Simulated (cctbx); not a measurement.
## Occupancies in In2Te2Ir3

Cell a = 5.6960 Å, b = 5.6960 Å, c = 14.2540 Å, α = 90.00°, β = 90.00°, γ = 120.00°; space group R-3m (no. 166); nominal formula In2Te2Ir3.

Simulated single-crystal data (cctbx): Cu Kα, λ = 1.54184 Å, to d = 0.83 Å, 50 % of the full sphere, strongest reflection 70000 counts, noise from counting, a 2 % proportional error and a noise floor of 4 counts (s.d.); no absorption.

With every site full:

```text
Rint 0.017, 106 unique reflections to 0.84 A
cycle     R1     wR2    GooF  max shift (A)
   1  0.1839  0.4714  31.736   0.00354
   3  0.0573  0.1582  10.649   0.00000
final R1 0.0573 wR2 0.1582 GooF 10.649  parameters 11  data/parameter 9.6
atom        x        y        z      Ueq    occ   su(xyz)  su(Uiso or U11)
Ir1    0.16667  0.33333  0.83333  -0.0035  1.000  0.00000  0.0012  NPD
Te1    0.33333  0.66667  0.94271   0.0116  1.000  0.00032  0.0018
In1    0.00000  0.00000  0.00000  -0.0045  1.000  0.00000  0.0017  NPD
In2    0.66667  0.33333  0.83333  -0.0038  1.000  0.00000  0.0017  NPD
difference map: max 12.78 min -5.33 rms 1.59
Q1    0.0000  0.5000  0.5000    9   13.15  0.00 A from Ir1
Q2    0.0000  0.0000  0.5000    3    8.12  0.00 A from In2
Q3    0.0000  0.0000  0.0000    3    6.31  0.00 A from In1
Q4    0.0000  0.0000  0.3542    6    1.49  1.11 A from Te1
Q5    0.0919  0.1837  0.6709   18    1.30  1.18 A from Te1
Q6    0.0000  0.2871  0.0000   18    1.05  1.64 A from In1
```

With the occupancies of the suspect sites free, each still typed as its main element:

```text
Rint 0.017, 106 unique reflections to 0.84 A
cycle     R1     wR2    GooF  max shift (A)
   1  0.1565  0.4150  28.089   0.00105
  10  0.0054  0.0125   0.848   0.00000
final R1 0.0054 wR2 0.0125 GooF 0.847  parameters 12  data/parameter 8.8
atom        x        y        z      Ueq    occ   su(xyz)  su(Uiso or U11)
Ir1    0.16667  0.33333  0.83333   0.0029  1.000  0.00000  0.0001
Te1    0.33333  0.66667  0.94249   0.0032  0.748  0.00003  0.0002
In1    0.00000  0.00000  0.00000   0.0028  1.000  0.00000  0.0002
In2    0.66667  0.33333  0.83333   0.0026  1.000  0.00000  0.0001
su of occupancy Te1: 0.002
difference map: max 0.49 min -0.35 rms 0.12
Q1    0.0696  0.1392  0.6502   18    0.50  1.26 A from Te1
Q2    0.9638  0.4819  0.3497   18    0.36  1.48 A from In1
Q3    0.0721  0.5360  0.5503   18    0.33  0.80 A from Ir1
Q4    0.0684  0.1367  0.4568   18    0.31  0.91 A from In2
Q5    0.0908  0.1815  0.1190   18    0.29  1.58 A from Ir1
Q6    0.0000  0.0000  0.1883    6    0.28  1.25 A from Te1
```

**Question.** What is the disorder?

X-rays count electrons. Te1 refines to 0.748(0.002), or 38.9 electrons; the site truly holds 0.75 Te, 39.0 electrons, which is 0.750 of Te. A value under 1 can't tell vacancies from a lighter guest, and one over 1 needs a heavier guest; chemistry or a second radiation must settle which. Occupancy correlates with U and the scale, so the match is approximate.

Freeing them takes R1 from 0.0573 to 0.0054 and GooF from 10.65 to 0.85.

The model was made for the exercise: a known structure type with other elements put in, its volume estimated, not relaxed; displacement parameters are assumed.

[Middle refinement cycles are left out of these outputs.]

[Logs are printed without paths, hosts, clocks, repeated set-up lines and the standing remarks that a program may print on its own settings, such as how far it seeks lower states.]
